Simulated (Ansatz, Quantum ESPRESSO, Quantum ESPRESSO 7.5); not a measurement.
# Band edges of 1T-SiSTe, 1 layer under strain

Aim: band edges, gap and stiffness of 1T-SiSTe, 1 layer under biaxial strain.

Program: Quantum ESPRESSO 7.5. Level of theory: plane-wave DFT, PBE, GBRV ultrasoft pseudopotentials (geometry by Ansatz 0.2.0 with PAW datasets; geometry under PBE). Results are calculated unless marked as measured.

### 1. The starting structure

The cell holds 3 atoms: 1 Te, 1 Si and 1 S. Cell: a = 3.361 Å, b = 3.361 Å, c = 17.305 Å, α = 90.0°, β = 90.0°, γ = 120.0°. It derives from SiSTe. Vacuum lies along c.

This sheet is a model structure: its symmetry is held, and its stability is not tested here.

### 2. Relaxation with Ansatz

A relaxation in Ansatz fixes the structure of this slab for the runs on it.

input.yaml reads:

```yaml
crystal:
  lattice:
    - [3.3612985, 0.0, 0.0]
    - [-1.68064925, 2.9109698907, 0.0]
    - [0.0, 0.0, 17.3047788486]
  atoms:
    - { symbol: Te, position: [0.6666666667, 0.3333333333, 0.43340629] }
    - { symbol: Si, position: [0.0, 0.0, 0.5149069939] }
    - { symbol: S, position: [0.3333333333, 0.6666666667, 0.56659371] }
kpoints:
  mp_grid: { grid: [12, 12, 1] }
hamiltonian:
  xc: pbe
scf:
  occupations: { method: fermi_dirac, width: 0.05 }
  convergence: { dr2_threshold: 1.0e-08 }
efield:
  axis: 3
  dipole_correction: true
  ramp_position: 0.97
  ramp_width: 0.04
relax:
  f_tol: 0.01
  cell: { fix: [c, alpha, beta] }
output:
  write_potential: true
  write_density: true
  volumetric_format: npy
```

Started as:

```console
$ ansatz run input.yaml --threads 2 --pin off --max-ram 4096MiB --backend cpu --events-out ev --progress --plain --runs-dir out
```

Numbers of over 12 decimals in the logs are rounded to 6 here.

Output:

```text
Warning: relax.cell: scf.convergence.dr2_threshold = 1e-8 eV is looser than the 3e-10 eV advised for a relaxation that steers and ends on the stress (1e-10 eV for each atom of the cell: 3). What an SCF threshold leaves in a stress goes as its square root, and in the free energy as the threshold itself, and one threshold admits the most on a small cell: [figures from the program's tests cut] Set scf.convergence.dr2_threshold to 3e-10 eV or tighter. The threshold is an SCF's pass mark: one that does not reach it within its budget of iterations ends unconverged, or closes short of it on a stop that the run arms, and scf.convergence.dr2_threshold's page says what that costs each kind of run
Engine: ansatz 0.2.0, aarch64-unknown-linux-gnu
Pseudopotentials: kind: paw
Pseudopotential: Te, paw, valence charge 16, recommended cutoff 420 eV (normal), Te.paw.azcp
Pseudopotential: Si, paw, valence charge 4, recommended cutoff 420 eV (normal), Si.paw.azcp
Pseudopotential: S, paw, valence charge 6, recommended cutoff 420 eV (normal), S.paw.azcp
Functional definition: PBE
  parameter kappa = 0.804
  parameter beta = 0.066725
  exchange = pbe_x(kappa = kappa, mu = beta*pi^2/3)
  correlation = pbe_c(beta = beta)
Crystal: 3 atoms, lattice volume = 169.321 Å³
Basis set: ecut = 420 eV, 3345 PW (Γ), exchange–correlation on 48×48×240 points (8 copies of the dense FFT grid, shifted against one another)
Bands: 17, of which v1, the nominal top of the filled ones, is band 13 counted from 1 (12 counted from 0)
Symmetry: 6 space group operations
Space group: P3m1 (ITA 156), of the structure as read, at distance tolerance 5.5e-5 Å
k-points: 19 of 144 (time reversal used)
Non-local potential: Te, projectors of the file, l = 0: 2, l = 1: 2, l = 2: 2, l = 3: 2
Non-local potential: Si, projectors of the file, l = 0: 2, l = 1: 2, l = 2: 2
Non-local potential: S, projectors of the file, l = 0: 2, l = 1: 2, l = 2: 2
PAW form: soft (Blöchl's): semilocal exchange-correlation on the pseudo side does not see the compensation charge
PAW one-centre angular grid: Te, 590 points (default); XC on 64 Gauss nodes
PAW one-centre angular grid: Si, 110 points (default); XC on 64 Gauss nodes
PAW one-centre angular grid: S, 110 points (default); XC on 64 Gauss nodes
Initial density: superposition of atomic densities (neutral atoms: chi_scale 0, normalization atom), corrected by the library's trained network
Initial wavefunctions: pseudopotential atomic-orbital guess
Functional: x = pbe(κ = 0.804, μ = 0.219515), c = pbe(β = 0.066725)
SCF iter   1: F=—  HF=-8515.710068 eV  |F-HF|=—  |Δ(HF+E_count)|=         —  Δρ=2.90e-3  dr2=7.68e-2  ethr=1.77e-3  p=0.025 e·Å  D=2.65e-2 V/Å  ΔV_dip=-0.46 eV  dr2_dipole=2.45e-2  V_vac-E_F(+/−)=4.38/4.84 eV  ⟨swp⟩=9.5  Hψ=2513  notcnv=0
efield: sawtooth ramp at fractional position 0.9700 (set: `efield.ramp_position`, or a place that a band, a saddle search or an elastic batch's reference lends), width 0.0400; the density the first Hamiltonian is built on has a dipole p = 0.025 e·Å; the dipole correction subtracts the counter field D = 2.65e-2 V/Å, which shifts the + side's vacuum level by -0.46 eV against the − side's; the planar-averaged density in the ramp window peaks in size at 3.7e-5 e/Å³
preconditioner: auto → LDOS  [metal: Δε(μ)=0.110 eV  Ē_g=10.827 eV  σ=0.050 eV  W_gap=0.42  n_scr=10 (ndim 8)  ℏωp=11.4 eV  f_vac=0.641  D(μ)=0.81/eV (n_scr^D=4)  β→1.0]
SCF iter   2: F=—  HF=-8515.707249 eV  |F-HF|=—  |Δ(HF+E_count)|=   2.82e-3  Δρ=2.02e-3  dr2=3.44e-2  ethr=2.96e-4  p=-0.039 e·Å  D=-4.17e-2 V/Å  ΔV_dip=0.72 eV  dr2_dipole=1.21e-2  V_vac-E_F(+/−)=5.48/4.76 eV  ⟨swp⟩=4.3  Hψ=779  notcnv=0
SCF iter   3: F=—  HF=-8515.699739 eV  |F-HF|=—  |Δ(HF+E_count)|=   7.51e-3  Δρ=5.37e-4  dr2=1.39e-3  ethr=1.32e-4  p=-0.007 e·Å  D=-7.09e-3 V/Å  ΔV_dip=0.12 eV  dr2_dipole=3.88e-4  V_vac-E_F(+/−)=5.08/4.95 eV  ⟨swp⟩=3.7  Hψ=594  notcnv=0
SCF iter   4: F=—  HF=-8515.699523 eV  |F-HF|=—  |Δ(HF+E_count)|=   2.17e-4  Δρ=1.01e-4  dr2=2.35e-5  ethr=5.33e-6  p=-0.011 e·Å  D=-1.18e-2 V/Å  ΔV_dip=0.20 eV  dr2_dipole=3.54e-6  V_vac-E_F(+/−)=5.15/4.94 eV  ⟨swp⟩=2.4  Hψ=535  notcnv=0
SCF iter   5: F=—  HF=-8515.699533 eV  |F-HF|=—  |Δ(HF+E_count)|=   9.77e-6  Δρ=4.57e-5  dr2=6.44e-6  ethr=9.03e-8  p=-0.012 e·Å  D=-1.23e-2 V/Å  ΔV_dip=0.21 eV  dr2_dipole=7.48e-8  V_vac-E_F(+/−)=5.15/4.94 eV  ⟨swp⟩=2.7  Hψ=600  notcnv=0
SCF iter   6: F=—  HF=-8515.699510 eV  |F-HF|=—  |Δ(HF+E_count)|=   2.21e-5  Δρ=1.26e-5  dr2=9.23e-7  ethr=2.48e-8  p=-0.012 e·Å  D=-1.23e-2 V/Å  ΔV_dip=0.21 eV  dr2_dipole=5.13e-8  V_vac-E_F(+/−)=5.16/4.94 eV  ⟨swp⟩=2.0  Hψ=571  notcnv=0
SCF iter   7: F=—  HF=-8515.699510 eV  |F-HF|=—  |Δ(HF+E_count)|=   6.30e-9  Δρ=4.06e-6  dr2=2.98e-8  ethr=3.55e-9  p=-0.012 e·Å  D=-1.23e-2 V/Å  ΔV_dip=0.21 eV  dr2_dipole=4.87e-10  V_vac-E_F(+/−)=5.16/4.94 eV  ⟨swp⟩=2.7  Hψ=508  notcnv=0
SCF iter   8: F=-8515.699511 eV  HF=-8515.699511 eV  |F-HF|=7.86e-9  |Δ(HF+E_count)|=   3.29e-8  Δρ=1.05e-6  dr2=1.64e-9  ethr=3.85e-11  p=-0.012 e·Å  D=-1.23e-2 V/Å  ΔV_dip=0.21 eV  dr2_dipole=4.71e-12  V_vac-E_F(+/−)=5.16/4.94 eV  ⟨swp⟩=10.7  Hψ=2312  notcnv=0
SCF 1 converged in 8 iterations: F = -8515.699511 eV  dr2 = 1.64e-9
  greatest PAW one-centre occupation: 0.998 electrons in one spin orbital (limit 2), on the Te atom at site 0 (counted from 0), in its partial waves of l = 2
relax step   1: F+E_penalty+E_count = -8515.69951052 eV  Δ(F+E_penalty+E_count) = +0.000e0 eV  max|allowed force component| = 6.075e0 eV/Å  Δτ_max = 0.0000 Å  P = +13.228 GPa  Ω = 169.321 Å³  fix = [c, alpha, beta]  reactions: c +12.924 GPa  (8 SCF iters, accepted)
Crystal: 3 atoms, lattice volume = 173.843 Å³
Basis set: ecut = 420 eV, 3393 PW (Γ), exchange–correlation on 48×48×240 points (8 copies of the dense FFT grid, shifted against one another)
Initial density: handed on by an earlier stage of this run
Initial wavefunctions: those handed on with the density
iter 1 solved again at ethr=8.63e-4 eV; its pass at ethr=3.10e-3 eV (dr2=2.24e-1 eV) is discarded
SCF iter   1: F=—  HF=-8517.593183 eV  |F-HF|=—  |Δ(HF+E_count)|=         —  Δρ=8.47e-3  dr2=2.23e-1  ethr=8.63e-4  p=-0.012 e·Å  D=-1.24e-2 V/Å  ΔV_dip=0.21 eV  dr2_dipole=1.17e-3  V_vac-E_F(+/−)=4.56/4.35 eV  ⟨swp⟩=1.6  Hψ=2595  notcnv=0
[...]
relax step   3: F+E_penalty+E_count = -8518.04670495 eV  Δ(F+E_penalty+E_count) = -5.007e-1 eV  max|allowed force component| = 3.059e-1 eV/Å  Δτ_max = 0.1999 Å  P = +2.330 GPa  Ω = 172.037 Å³  energy of the carried Pulay correction = -1.728e-4 eV  fix = [c, alpha, beta]  reactions: c +0.580 GPa  (8 SCF iters, accepted)
[...]
relax step   4: F+E_penalty+E_count = -8518.17293245 eV  Δ(F+E_penalty+E_count) = -1.262e-1 eV  max|allowed force component| = 1.777e-1 eV/Å  Δτ_max = 0.0331 Å  P = +0.356 GPa  Ω = 185.113 Å³  energy of the carried Pulay correction = -9.675e-4 eV  fix = [c, alpha, beta]  reactions: c +0.383 GPa  (7 SCF iters, accepted)
[...]
relax step   5: F+E_penalty+E_count = -8518.17568708 eV  Δ(F+E_penalty+E_count) = -2.755e-3 eV  max|allowed force component| = 6.973e-2 eV/Å  Δτ_max = 0.0081 Å  P = +0.081 GPa  Ω = 186.189 Å³  energy of the carried Pulay correction = -1.030e-3 eV  fix = [c, alpha, beta]  reactions: c +0.109 GPa  (6 SCF iters, accepted)
[...]
relax step   6: F+E_penalty+E_count = -8518.17601040 eV  Δ(F+E_penalty+E_count) = -3.233e-4 eV  max|allowed force component| = 3.794e-2 eV/Å  Δτ_max = 0.0045 Å  P = -0.001 GPa  Ω = 186.399 Å³  energy of the carried Pulay correction = -1.043e-3 eV  fix = [c, alpha, beta]  reactions: c +0.013 GPa  (6 SCF iters, accepted)
[...]
relax step   7: F+E_penalty+E_count = -8518.17608945 eV  Δ(F+E_penalty+E_count) = -7.906e-5 eV  max|allowed force component| = 1.645e-3 eV/Å  Δτ_max = 0.0025 Å  P = -0.001 GPa  Ω = 186.292 Å³  energy of the carried Pulay correction = -1.036e-3 eV  fix = [c, alpha, beta]  reactions: c +0.001 GPa  (6 SCF iters, accepted)
Initial wavefunctions: pseudopotential atomic-orbital guess (no wavefunctions were taken with the density)
iter 1 solved again at ethr=2.43e-6 eV; its pass at ethr=3.10e-3 eV (dr2=6.32e-4 eV) is discarded
SCF iter   1: F=—  HF=-8518.175312 eV  |F-HF|=—  |Δ(HF+E_count)|=         —  Δρ=1.77e-4  dr2=1.68e-6  ethr=2.43e-6  p=-0.041 e·Å  D=-3.97e-2 V/Å  ΔV_dip=0.69 eV  dr2_dipole=2.07e-9  V_vac-E_F(+/−)=5.10/4.42 eV  ⟨swp⟩=3.1  Hψ=3004  notcnv=0
efield: sawtooth ramp at fractional position 0.9700 (set: `efield.ramp_position`, or a place that a band, a saddle search or an elastic batch's reference lends), width 0.0400; the density the first Hamiltonian is built on has a dipole p = -0.041 e·Å; the dipole correction subtracts the counter field D = -3.97e-2 V/Å, which shifts the + side's vacuum level by +0.69 eV against the − side's; the planar-averaged density in the ramp window peaks in size at 3.8e-6 e/Å³
eigensolver tolerance schedule: the retry pair's looser diagonalisation over-reported the residual by 374.00 of it (diagonalisation noise at 0.42 of the residual, at the tolerance the schedule requests for it); recorded, not acted on — ethr = c·dr2/N_el stays at c = 1.0e-1
preconditioner: auto → LDOS  [insulator: Δε(μ)=0.133 eV  Ē_g=9.357 eV  σ=0.050 eV  W_gap=0.58  n_scr=10 (ndim 8)  ℏωp=10.9 eV  f_vac=0.604  D(μ)=1.18/eV (n_scr^D=4)  ε∞_Penn≈2.4  β→1.0]
SCF iter   2: F=—  HF=-8518.177192 eV  |F-HF|=—  |Δ(HF+E_count)|=   1.88e-3  Δρ=1.23e-5  dr2=2.93e-7  ethr=6.48e-9  p=-0.041 e·Å  D=-3.96e-2 V/Å  ΔV_dip=0.69 eV  dr2_dipole=4.05e-10  V_vac-E_F(+/−)=5.10/4.42 eV  ⟨swp⟩=3.1  Hψ=698  notcnv=0
SCF iter   3: F=—  HF=-8518.177189 eV  |F-HF|=—  |Δ(HF+E_count)|=   3.20e-6  Δρ=4.39e-6  dr2=2.25e-8  ethr=1.13e-9  p=-0.041 e·Å  D=-3.97e-2 V/Å  ΔV_dip=0.69 eV  dr2_dipole=1.43e-9  V_vac-E_F(+/−)=5.10/4.42 eV  ⟨swp⟩=2.0  Hψ=567  notcnv=0
SCF iter   4: F=-8518.177192 eV  HF=-8518.177192 eV  |F-HF|=1.84e-7  |Δ(HF+E_count)|=   2.83e-6  Δρ=6.72e-7  dr2=6.89e-10  ethr=3.85e-11  p=-0.041 e·Å  D=-3.97e-2 V/Å  ΔV_dip=0.69 eV  dr2_dipole=6.63e-11  V_vac-E_F(+/−)=5.10/4.42 eV  ⟨swp⟩=12.8  Hψ=2518  notcnv=0
SCF 8 converged in 4 iterations: F = -8518.177192 eV  dr2 = 6.89e-10
relax step   8: F+E_penalty+E_count = -8518.17719199 eV  Δ(F+E_penalty+E_count) = -1.103e-3 eV  max|allowed force component| = 1.523e-3 eV/Å  Δτ_max = 0.0000 Å  P = +0.001 GPa  Ω = 186.292 Å³  fix = [c, alpha, beta]  reactions: c +0.001 GPa  stress off target by 7.83e-4 GPa on what of the cell is left free  SCF on the basis re-selected at this cell (its energy is not comparable with the rows above)  (4 SCF iters)
basis re-selected at this cell: Δ(F+E_penalty+E_count) = -1.103e-3 eV, ΔP = +0.002 GPa vs the last step (what re-selecting the basis moved, of the pressure what is left beyond the Pulay correction that the steps carried, after the strain that the cell walked since its last selection, with what the two solves' SCF thresholds leave and, on support functions, any second-order correction that the steps lacked; it is no m [...]
WARN: The input density's exchange-correlation potential varies sharply where the density is thin. Do not read a vacuum level from v_tot or v_xc, or from such a field of the output density. On a cell that repeats whose density bears no net charge and no dipole along the vacuum's axis use v_es (v_loc + v_h of the components); under efield.dipole_correction with no amplitude use v_es + v_field, which holds any external [...]
SCF converged after 4 iterations
Free energy (F): -8518.177192 eV
Harris-Foulkes:  -8518.177192 eV  (|F-HF|=1.84e-7)
Internal energy: -8518.167484 eV  (E = F + TS)
E sigma→0 (E₀):  -8518.172338 eV
Entropy (-TS):   -0.009708 eV (-3.236 meV/atom)
Fermi energy:    0.090878 eV
Dipole field:    D = -0.039663 V/Å  (p = -0.040833 e·Å, saw-weighted, corrected)
Work function:   Φ+ = 5.1027 eV   Φ− = 4.4164 eV
Levels:          The Fermi level and band energies are counted from a zero that moves with the ramp; work functions are not
--- Per-component energies (eV) ---
  E_band       = -464.823091
  E_kinetic    = 328.591696
  E_local      = -9971.658955  (includes V_loc(G=0)·N_el)
  E_nonlocal   = -257.475933
  E_hartree    = 5030.932488
  E_xc         = -276.826973
  E_vxc        = -238.711838  (∫ρ·V_xc dr)
  E_paw        = -5774.939093  (= ΣΔE_a)
  E_vpaw       = -387.055537  (= ΣTr[D̂ρ^β])
  E_aug_tail   = -0.000178  (compensation charges beyond the density's cutoff)
  E_efield     = 0.000810  (sawtooth field / dipole correction)
  E_vefield    = -0.378227  (∫n·V_field dr)
  E_ewald      = 2403.208656
  E_smearing   = -0.009708  (= −TS)
  E_closure    = 0.000000  (closes the sum)
  Σ components = -8518.177192   (vs F -8518.177192, Δ=0.00e0)
--- Forces (eV/Å), atoms counted from 1 ---
  atom   1  Te     0.00000000     0.00000000     0.00021760
  atom   2  Si     0.00000000     0.00000000    -0.00152482
  atom   3  S      0.00000000     0.00000000     0.00130318
  max |Σ_I F_I| component: 4.05e-6 eV/Å
--- Stress (GPa, compression-positive) ---
        0.000783       0.000000       0.000000
        0.000000       0.000783      -0.000000
       -0.000000      -0.000000       0.001081
  P = ⅓ Tr σ = 0.0009 GPa (0.009 kbar)
--- Band table (eV; the first three rows and the last of 19) ---
  k-point 0: bands = [... 9 lower, -2.3639, -2.3639, 0.5974, 0.5974, 0.9809, 3.3576, 3.5540, 3.5540]
  k-point 1: bands = [... 9 lower, -2.5132, -2.3911, -0.1848, 0.5233, 1.4682, 3.2501, 3.6563, 3.6821]
  k-point 2: bands = [... 9 lower, -2.8652, -2.2884, -1.5258, 0.2742, 1.6257, 3.1618, 4.0633, 4.1226]
  k-point 18: bands = [... 9 lower, -5.0227, -4.9895, -2.3394, -1.6875, 0.6486, 3.8913, 4.7605, 5.0500]
--- Relaxed structure (7 steps of the walk, 7 accepted, 1 SCFs on fresh bases) ---
  F+E_penalty+E_count = -8518.17719199 eV   max|allowed force component| = 1.523e-3 eV/Å   (the final SCF, on the basis selected at the relaxed cell)
  cell:  # Å, volume = 186.2918 Å³
    - [3.525726, 0, 0]
    - [-1.762863, 3.053368, 0]
    - [0, 0, 17.3047788486]
  atoms:
    - { symbol: Te, position: [0.666667, 0.333333, 0.412729] }
    - { symbol: Si, position: [0, 0, 0.515080] }
    - { symbol: S, position: [0.333333, 0.666667, 0.587098] }
```

The job ended after 21 s (2 threads of Arm Neoverse V1, shared host; peak memory 0.41 GiB; 40 s of CPU time).

The steps of the relaxation:

| step | energy less that of the first step (eV) | largest force component (eV/Å) | pressure (GPa) | volume (Å³) |
| --- | --- | --- | --- | --- |
| 1 | 0.0000 | 6.0750 | 13.23 | 169.32 |
| 2 | -1.8465 | 3.0851 | 5.80 | 173.84 |
| 3 | -2.3472 | 0.3059 | 2.33 | 172.04 |
| 4 | -2.4734 | 0.1777 | 0.36 | 185.11 |
| 5 | -2.4762 | 0.0697 | 0.08 | 186.19 |
| 6 | -2.4765 | 0.0379 | 0.00 | 186.40 |
| 7 | -2.4766 | 0.0016 | 0.00 | 186.29 |
| 8* | -2.4777 | 0.0015 | 0.00 | 186.29 |

Relaxation steps marked * repeat the geometry before them on a plane-wave basis chosen anew for their cell, so energy and pressure can jump there.

Forces are held to the 6 operations that the run works with; a distortion that breaks them can't arise in this run.

| cell as run | before | after | change |
| --- | --- | --- | --- |
| a (Å) | 3.361 | 3.526 | +4.9 % |
| b (Å) | 3.361 | 3.526 | +4.9 % |

The atoms that moved most (Å, along periodic axes as changes of fractional coordinates times the final cell, across vacuum about the mean position):

| atom | dx | dy | dz | length |
| --- | --- | --- | --- | --- |
| Te1 | 0.000 | 0.000 | -0.358 | 0.358 |
| S3 | 0.000 | 0.000 | 0.355 | 0.355 |

The relaxed structure:

```xyz
3
Lattice="3.5257 0.0000 0.0000 -1.7629 3.0534 0.0000 0.0000 0.0000 17.3048" Properties=species:S:1:pos:R:3
Te    1.7629    1.0178    7.1422
Si    0.0000    0.0000    8.9133
S     0.0000    2.0356   10.1596
```

Read from the output:

```
free energy                     : -8518.1772 eV
energy at zero smearing         : -8518.1723 eV
smearing term TS                : 0.009708 eV
Fermi energy                    : 0.09088 eV
symmetry operations             : 6
work function of the upper face : 5.103 eV
work function of the lower face : 4.416 eV
dipole along the normal         : -0.04083 e·Å
```

(Part 1 of 2 ends here.)

[Logs are printed without paths, hosts, clocks, repeated set-up lines and the standing remarks that a program may print on its own settings, such as how far it seeks lower states.]

[Hosts, paths, dates, database ids (printed as entryN), source tags and the programs' standing remarks are cut or masked in the printed files.]

[Maps of the electrostatic potential energy from Ansatz leave out the sawtooth potential of an applied field or a dipole correction, so their vacuum need not be flat; planar profiles and work functions include it.]
